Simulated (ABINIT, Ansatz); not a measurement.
# Al3GaN4 (P-43m): bands and cutoff in G0W0 with ABINIT, part 2 of 2

Wanted: a converged G0W0 gap of Al3GaN4 (P-43m), or an estimate of the limit.

ABINIT 10.8.3; PBEsol and many-body steps on it, plane waves. Known limits of the many-body steps: not at the basis limit; no spin-orbit coupling; coarse k mesh.

So far. Step 3 (Screening, 2×2×2 mesh, 42 bands, screening to 62.6 eV): Local fields lower ε∞ by 5 %. On a Γ-centred mesh this coarse the value itself is usually too large, while a short band sum pulls it down. Step 4 (42 bands, 62.6 eV): The gap on the mesh goes from 3.33 eV to 4.54 eV, a correction of +1.21 eV.

## Step 6: 81 bands, 114.3 eV

This step: G0W0 on PBEsol, plane waves, norm-conserving pseudopotentials.

Contents of run.abi:

```
acell 3*1.0 Angstrom
rprim 
  4.401438530000 0.000000000000 0.000000000000
  0.000000000000 4.401438530000 0.000000000000
  0.000000000000 0.000000000000 4.401438530000
ntypat 3
znucl 13 31 7
natom 8
typat 1 1 1 2 3 3 3 3
xred 
  0.500000000000 0.500000000000 0.000000000000
  0.500000000000 0.000000000000 0.500000000000
  0.000000000000 0.500000000000 0.500000000000
  0.000000000000 0.000000000000 0.000000000000
  0.744163430000 0.744163430000 0.255836570000
  0.744163430000 0.255836570000 0.744163430000
  0.255836570000 0.744163430000 0.744163430000
  0.255836570000 0.255836570000 0.255836570000
pp_dirpath "pseudos"
pseudos "Al.upf, Ga.upf, N.upf"
ecut 45
ngkpt 2 2 2
nshiftk 1
shiftk 0 0 0
kptopt 1
chksymbreak 0
istwfk *1
occopt 1
irdwfk 1
optdriver 4
nband 81
gwcalctyp 0
ecutsigx 45
symsigma 1
nkptgw 1
kptgw 
  0.0000000000 0.0000000000 0.0000000000
bdgw 
  23 28
ecuteps 4.2
irdscr 1
ppmodel 1
indata_prefix "in"
outdata_prefix "out"
tmpdata_prefix "tmp"
```

Run with:

```bash
OMP_NUM_THREADS=1 mpirun -n 4 abinit run.abi > log
```

Numbers of over 12 decimals in the logs are rounded to 6 here.

Output:

```text
.Version 10.8.3 of ABINIT. v10.8.2 released Aug 2026.

 Symmetries : space group P-4 3 m (#215); Bravais cP (primitive cubic)
[... echo of the input left out ...]
== DATASET  1 ==================================================================
-   mpi_nproc: 4, omp_nthreads: 1 (-1 if OMP is not activated)

--- !DatasetInfo
iteration_state: {dtset: 1, }
dimensions: {natom: 8, nkpt: 4, mband: 81, nsppol: 1, nspinor: 1, nspden: 1, mpw: 8340, }
cutoff_energies: {ecut:  45.0, pawecutdg:  -1.0, }
electrons: {nelect:   5.00000000E+01, charge:   0.00000000E+00, occopt:   1.00000000E+00, tsmear:   1.00000000E-02, }

 SIGMA: Calculation of the GW corrections

 Based on a program developped by R.W. Godby, V. Olevano, G. Onida, and L. Reining.
 Incorporated in ABINIT by V. Olevano, G.-M. Rignanese, and M. Torrent.
.Using double precision arithmetic ; gwpc =  8

[... cell and pseudopotentials left out ...]
--------------------------------------------------------------------------------

 ==== K-mesh for the wavefunctions ====
 Number of points in the irreducible wedge :     4
[... list of points left out ...]
 Together with 24 symmetry operations and time-reversal symmetry
 yields     8 points in the full Brillouin Zone.

 ==== Q-mesh for screening function ====
 Number of points in the irreducible wedge :     4
[... list of points left out ...]
 Together with 24 symmetry operations and time-reversal symmetry
 yields     8 points in the full Brillouin Zone.

 vcoul_init : cutoff-mode = AUXILIARY_FUNCTION
 q-points for optical limit:   1
     1)      0.000010    0.000020    0.000030
 setmesh: FFT mesh size selected  =    54x   54x   54
          total number of points  =       157464

 Number of electrons calculated from density =   50.0000; Expected =   50.0000
[...]
number of k-points in BZ                            8
 number of q-points in BZ                            8
 number of frequencies for dSigma/dE                 9
 frequency step for dSigma/dE [eV]                0.25
 number of omega for Sigma on real axis              0
 max omega for Sigma on real axis  [eV]           0.00
 zcut for avoiding poles [eV]                     0.10

 EPSILON^-1 parameters (SCR file):
 dimension of the eps^-1 matrix on file            251
 dimension of the eps^-1 matrix used               251
 number of plane-waves for wavefunctions          8289
 number of bands                                    81
 number of q-points in IBZ                           4
 number of frequencies                               2
 number of real frequencies                          1
 number of imag frequencies                          1

 matrix elements of self-energy operator (all in [eV])

 Perturbative Calculation

--- !SelfEnergy_ee
iteration_state: {dtset: 1, }
kpoint     : [   0.000,    0.000,    0.000, ]
spin       : 1
KS_gap     :    3.332
QP_gap     :    4.273
Delta_QP_KS:    0.940
data: !SigmaeeData |
     Band     E0 <VxcDFT>   SigX SigC(E0)      Z dSigC/dE  Sig(E)    E-E0       E
       23   5.951 -17.109 -20.836   3.761   0.794  -0.259 -17.082   0.027   5.977
       24   5.951 -17.109 -20.836   3.761   0.794  -0.259 -17.082   0.027   5.977
       25   5.951 -17.109 -20.836   3.761   0.794  -0.259 -17.082   0.027   5.977
       26   9.283 -10.415  -5.888  -3.370   0.836  -0.196  -9.448   0.967  10.250
       27   9.283 -10.415  -5.888  -3.370   0.836  -0.196  -9.448   0.967  10.250
       28   9.283 -10.415  -5.888  -3.370   0.836  -0.196  -9.448   0.967  10.250

== END DATASET(S) ==============================================================
================================================================================

 -outvars: echo values of variables after computation  --------
           etotal      0.0000000000E+00
            nband          81
             nkpt           4
          spgroup         215
 [... the other variables as echoed above ...]

 Calculation completed.
```

It took 4.8 s on 4 MPI ranks of Arm Neoverse V2, shared host; peak memory 0.9 GiB.

Numbers from this step:

```
G0W0 gap on the points computed              : 4.273 eV
starting gap on the mesh                     : 3.332 eV
k of the valence top                         : 0, 0, 0
k of the conduction bottom                   : 0, 0, 0
Z at the valence top                         : 0.794
Z at the conduction bottom                   : 0.836
least direct G0W0 gap on the computed points : 4.273 eV
```

Against G0W0 in ABINIT (2×2×2 mesh, 42 bands, screening to 62.6 eV, Godby-Needs plasmon pole), the gap moves by −0.268 eV.

## Step 7: Screening, 2×2×2 mesh, 163 bands, screening to 176.9 eV

This step: RPA screening on PBEsol, plane waves, norm-conserving pseudopotentials.

run.abi: that of step 6 with these lines changed.

```diff
@@ -29,15 +29,8 @@
 irdwfk 1
-optdriver 4
-nband 81
-gwcalctyp 0
-ecutsigx 45
-symsigma 1
-nkptgw 1
-kptgw 
-  0.0000000000 0.0000000000 0.0000000000
-bdgw 
-  23 28
-ecuteps 4.2
-irdscr 1
-ppmodel 1
+optdriver 3
+nband 163
+ecuteps 6.5
+inclvkb 2
+awtr 1
+symchi 1
 indata_prefix "in"
```

Output:

```text
.Version 10.8.3 of ABINIT. v10.8.2 released Aug 2026.

 Symmetries : space group P-4 3 m (#215); Bravais cP (primitive cubic)
[... echo of the input left out ...]
== DATASET  1 ==================================================================
-   mpi_nproc: 4, omp_nthreads: 1 (-1 if OMP is not activated)

--- !DatasetInfo
iteration_state: {dtset: 1, }
dimensions: {natom: 8, nkpt: 4, mband: 163, nsppol: 1, nspinor: 1, nspden: 1, mpw: 8340, }
cutoff_energies: {ecut:  45.0, pawecutdg:  -1.0, }
[...]
--------------------------------------------------------------------------------
[... chi0 elements left out ...]
 For q-point:  0.000010 0.000020 0.000030
  dielectric constant =   5.7203
  dielectric constant without local fields =   6.2412

  Average fulfillment of the sum rule on Im[epsilon] for q-point    1 :     54.21  [%]
[... wings left out ...]
  q-point number  2        q = ( 0.500000, 0.000000, 0.000000) [r.l.u.]
--------------------------------------------------------------------------------
[... chi0 elements left out ...]
  Average fulfillment of the sum rule on Im[epsilon] for q-point    2 :     58.72  [%]

 [... 2 further q-points ...]
```

Elapsed: 40 s, on 4 MPI ranks; peak memory 1.4 GiB.

Numbers from this step:

| Item | Value |
| --- | --- |
| ε∞ with local fields, on this mesh, along the program's q direction | 5.720 |
| the same without local fields | 6.241 |
| plasma frequency | 28.43 eV |
| plane waves in the screening matrix | 461 |

## Step 8: 163 bands, 176.9 eV

This step: G0W0 on PBEsol, plane waves, norm-conserving pseudopotentials.

run.abi: that of step 7 with these lines changed.

```diff
@@ -29,8 +29,15 @@
 irdwfk 1
-optdriver 3
+optdriver 4
 nband 163
+gwcalctyp 0
+ecutsigx 45
+symsigma 1
+nkptgw 1
+kptgw 
+  0.0000000000 0.0000000000 0.0000000000
+bdgw 
+  23 28
 ecuteps 6.5
-inclvkb 2
-awtr 1
-symchi 1
+irdscr 1
+ppmodel 1
 indata_prefix "in"
```

Output:

```text
.Version 10.8.3 of ABINIT. v10.8.2 released Aug 2026.

 Symmetries : space group P-4 3 m (#215); Bravais cP (primitive cubic)
[... echo of the input left out ...]
== DATASET  1 ==================================================================
-   mpi_nproc: 4, omp_nthreads: 1 (-1 if OMP is not activated)

--- !DatasetInfo
iteration_state: {dtset: 1, }
dimensions: {natom: 8, nkpt: 4, mband: 163, nsppol: 1, nspinor: 1, nspden: 1, mpw: 8340, }
cutoff_energies: {ecut:  45.0, pawecutdg:  -1.0, }
[...]
26   9.283 -10.415  -5.888  -3.716   0.834  -0.199  -9.738   0.677   9.960
       27   9.283 -10.415  -5.888  -3.716   0.834  -0.199  -9.738   0.677   9.960
       28   9.283 -10.415  -5.888  -3.716   0.834  -0.199  -9.738   0.677   9.960

== END DATASET(S) ==============================================================
================================================================================

 -outvars: echo values of variables after computation  --------
           etotal      0.0000000000E+00
            nband         163
             nkpt           4
          spgroup         215
 [... the other variables as echoed above ...]

 Calculation completed.
```

Elapsed: 12 s, on 4 MPI ranks; peak memory 1.1 GiB.

This step gave:

```yaml
g0w0_gap_on_the_points_computed: 4.314 eV
starting_gap_on_the_mesh: 3.332 eV
k_of_the_valence_top: 0, 0, 0
k_of_the_conduction_bottom: 0, 0, 0
least_direct_g0w0_gap_on_the_computed_points: 4.314 eV
```

Against G0W0 in ABINIT (2×2×2 mesh, 81 bands, screening to 114.3 eV, Godby-Needs plasmon pole), the gap moves by +0.041 eV.

## Step 9: Side by side

Times are wall times on 4 MPI ranks of Arm Neoverse V2, shared host, good to a factor of about two. A run's time includes the screening step that it read.

```
                run   mesh  bands  screening cutoff (eV)  DFT gap (eV)  gap on the mesh (eV)  direct (eV)  ε∞ used  time
  42 bands, 62.6 eV  2×2×2     42                   62.6         3.332                 4.541        4.541     5.75  10 s
 81 bands, 114.3 eV  2×2×2     81                  114.3         3.332                 4.273        4.273     5.73  21 s
163 bands, 176.9 eV  2×2×2    163                  176.9         3.332                 4.314        4.314     5.72  51 s
```

## Step 10: Results

```json
{
 "42 bands, 62.6 eV": "4.541 eV",
 "81 bands, 114.3 eV": "4.273 eV",
 "163 bands, 176.9 eV": "4.314 eV",
 "known limits": "not at the basis limit; no spin-orbit coupling; coarse k mesh"
}
```

From the first rung to the last the gap moves by −0.23 eV for 4.9 times the time. The gap turns back along the series, so no limit is drawn from it. In the first G0W0 run levels were corrected at 1 k point alone, so a gap called «on the mesh» is the least over those, and an edge elsewhere would be missed. The 2×2×2 mesh is coarse for this cell, which bears on the long-range parts of exchange and screening. The many-body steps are scalar-relativistic: spin-orbit coupling is not in them.

[Paths, hosts, dates, memory and timing lines, banners, echoed tables and standing remarks are left out of the program output.]

[Logs are printed without paths, hosts, clocks, repeated set-up lines and the standing remarks that a program may print on its own settings, such as how far it seeks lower states.]

[Runs of the session that timed out or met a known fault of the program may be left out.]

[No measured gap is set beside runs whose start may be inverted or whose files or cutoffs have a known fault.]

[Hosts, paths, dates, database ids (printed as entryN), source tags and the programs' standing remarks are cut or masked in the printed files.]

[G0W0 gaps are taken among the corrected bands and points alone; a level outside them can change the order at an edge.]

[Where Ansatz stands beside ABINIT at settings called matched, ABINIT's density can come from a denser mesh and the files from another edition; pairs whose starting gaps differed by over 0.03 eV were left out, so agreement reads better than it is.]
